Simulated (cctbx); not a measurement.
## Which space group?

Cell: a = 12.6690 Å, b = 12.6690 Å, c = 6.1390 Å, α = 90.00°, β = 90.00°, γ = 120.00°. Expected content of the cell: Tl6 Br18 V6.

Simulated single-crystal data (cctbx): Mo Kα, λ = 0.71073 Å, to d = 0.75 Å, 95 % of the full sphere, strongest reflection 40000 counts, noise from counting, a 6 % proportional error and a noise floor of 4 counts (s.d.); no absorption, some extinction.

Tests on the unmerged data give:

```text
8072 reflections to d = 0.750 A
centring   violations  <I/sigma> of those
    A       3519 of  4053     10.3
    B       3516 of  4054     10.3
    C       3675 of  4027     10.7
    I       3490 of  4030     10.3
    R       4772 of  5386     10.6
    F       5355 of  6067     10.4
Laue class    unique    Rint  (classes that these axes allow; Friedel mates merged)
P -1             4237   0.039
P 1 1 2/m        2318   0.046
P -3             1422   0.050
P -3 1 m          772   0.052
P -3 m 1          809   0.052
P 6/m             779   0.052
P 6/m m m         469   0.053
space group    extra absences  I>4sigma  <I/sigma>
P 6 2 2                 0          0         -  acentric
P 63 2 2                8          0       0.4  acentric
P 6 m m                 0          0         -  acentric
P 63 c m              523          0      -0.0  acentric
P -6 m 2                0          0         -  acentric
P -6 c 2              523          0      -0.0  acentric
P -6 2 m                0          0         -  acentric
P 6/m m m               0          0         -  centric
P 63/m c m            523          0      -0.0  centric
Wilson B = 0.58 A^2   <|E^2-1|> = 0.937 (0.968 centric, 0.736 acentric)   E^2>4: 4.5 %
shell (A)         n   <I/sigma>
10.97 - 1.50     75     31.7
 1.50 - 1.19     61     36.6
 1.19 - 1.04     57     38.4
 1.04 - 0.95     58     39.9
 0.95 - 0.88     52     41.8
 0.88 - 0.83     59     36.7
 0.83 - 0.78     49     39.6
 0.78 - 0.75     58     38.6
```

Q: Read the symmetry from these tables.

Every centring test has many violations, so the lattice is primitive.

Rint stays low (0.039 to 0.053) up to P 6/m m m, the highest class in these axes.

9 settings pass the absence test. The most absences obeyed, 523, belong to P 63 c m, P -6 c 2 and P 63/m c m, which absences can't tell apart.

⟨|E²−1|⟩ = 0.937 leans to a centrosymmetric structure. Here that hint misleads: the statistic assumes many like atoms on general positions, and few, heavy or special-position atoms break it. The Wilson B of 0.58 Å² means U ≈ 0.0073 Å².

The true group is P6_3cm (no. 185), Laue class 6/mmm, non-centrosymmetric. The tables only narrow the choice to the tied entries; cell content, site symmetry and trial solutions must settle it.

This is a model crystal, built by substitution and not relaxed, with assumed displacement parameters.

[Logs are printed without paths, hosts, clocks, repeated set-up lines and the standing remarks that a program may print on its own settings, such as how far it seeks lower states.]
